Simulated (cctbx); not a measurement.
**A disordered crystal of nominal TiMnAg2S4**

Cell a = 5.4470 Å, b = 5.4470 Å, c = 10.8310 Å, α = 90.00°, β = 90.00°, γ = 90.00°; space group I-42m (no. 121); nominal formula TiMnAg2S4.

The data are simulated with cctbx, not measured: Mo Kα, λ = 0.71073 Å, to d = 0.8 Å, 50 % of the full sphere, strongest reflection 20000 counts, noise from counting, a 3 % proportional error and a noise floor of 15 counts (s.d.); no absorption.

With every site full:

```text
Rint 0.027, 189 unique reflections to 0.81 A
cycle     R1     wR2    GooF  max shift (A)
   1  0.0802  0.1582   4.441   0.01031
   3  0.0242  0.0516   1.448   0.00016
final R1 0.0242 wR2 0.0516 GooF 1.448  parameters 12  data/parameter 15.8
atom        x        y        z      Ueq    occ   su(xyz)  su(Uiso or U11)
Ag1    0.00000  0.50000  0.25000   0.0281  1.000  0.00000  0.0003
Mn2    0.00000  0.00000  0.00000   0.0244  1.000  0.00000  0.0030
Ti1    0.50000  0.50000  0.00000   0.0309  1.000  0.00000  0.0039
S1     0.75525  0.75525  0.36458   0.0336  1.000  0.00159  0.0008
difference map: max 1.72 min -0.53 rms 0.21
Q1    0.0000  0.0000  0.0408    4    1.73  0.44 A from Mn2
Q2    0.0000  0.0859  0.0000    8    1.31  0.47 A from Mn2
Q3    0.0000  0.5000  0.2500    4    0.68  0.00 A from Ag1
Q4    0.0021  0.1718  0.1107   16    0.59  1.50 A from S1
Q5    0.2118  0.2118  0.8633    8    0.55  0.33 A from S1
Q6    0.0000  0.0000  0.5000    2    0.52  0.00 A from Ti1
```

With the occupancies of the suspect sites free, each still typed as its main element:

```text
Rint 0.027, 189 unique reflections to 0.81 A
cycle     R1     wR2    GooF  max shift (A)
   1  0.1352  0.2628   7.420   0.01453
   8  0.0118  0.0302   0.854   0.00005
final R1 0.0118 wR2 0.0302 GooF 0.853  parameters 14  data/parameter 13.5
atom        x        y        z      Ueq    occ   su(xyz)  su(Uiso or U11)
Ag1    0.00000  0.50000  0.25000   0.0281  0.974  0.00000  0.0002
Mn2    0.00000  0.00000  0.00000   0.0304  1.090  0.00000  0.0012
Ti1    0.50000  0.50000  0.00000   0.0340  1.000  0.00000  0.0015
S1     0.75351  0.75351  0.36489   0.0358  1.000  0.00060  0.0006
su of occupancy Ag1: 0.007
su of occupancy Mn2: 0.011
difference map: max 0.52 min -0.46 rms 0.13
Q1    0.9976  0.1712  0.1138   16    0.52  1.46 A from S1
Q2    0.1225  0.1225  0.3457    8    0.44  0.98 A from S1
Q3    0.0000  0.0000  0.1752    4    0.43  1.90 A from Mn2
Q4    0.1088  0.1088  0.0107    8    0.42  0.85 A from Mn2
Q5    0.0000  0.2921  0.5000    8    0.41  1.59 A from Ti1
Q6    0.0729  0.3421  0.0519   16    0.41  1.99 A from Mn2
```

**Question.** What is the disorder?

X-rays count electrons. Ag1 refines to 0.974(0.007), or 45.8 electrons; the site truly holds 0.95 Ag and 0.05 Mn, 45.9 electrons, which is 0.977 of Ag; Mn2 refines to 1.090(0.011), or 27.3 electrons; the site truly holds 0.9 Mn and 0.1 Ag, 27.2 electrons, which is 1.088 of Mn. A value under 1 can't tell vacancies from a lighter guest, and one over 1 needs a heavier guest; chemistry or a second radiation must settle which. Occupancy correlates with U and the scale, and the two elements' form factors differ in shape, so the match is approximate.

Freeing them takes R1 from 0.0242 to 0.0118 and GooF from 1.45 to 0.85.

The model is made up (kin elements in a known structure type, no relaxation), so it says nothing on whether the phase exists.

[Middle refinement cycles are left out of these outputs.]

[Logs are printed without paths, hosts, clocks, repeated set-up lines and the standing remarks that a program may print on its own settings, such as how far it seeks lower states.]
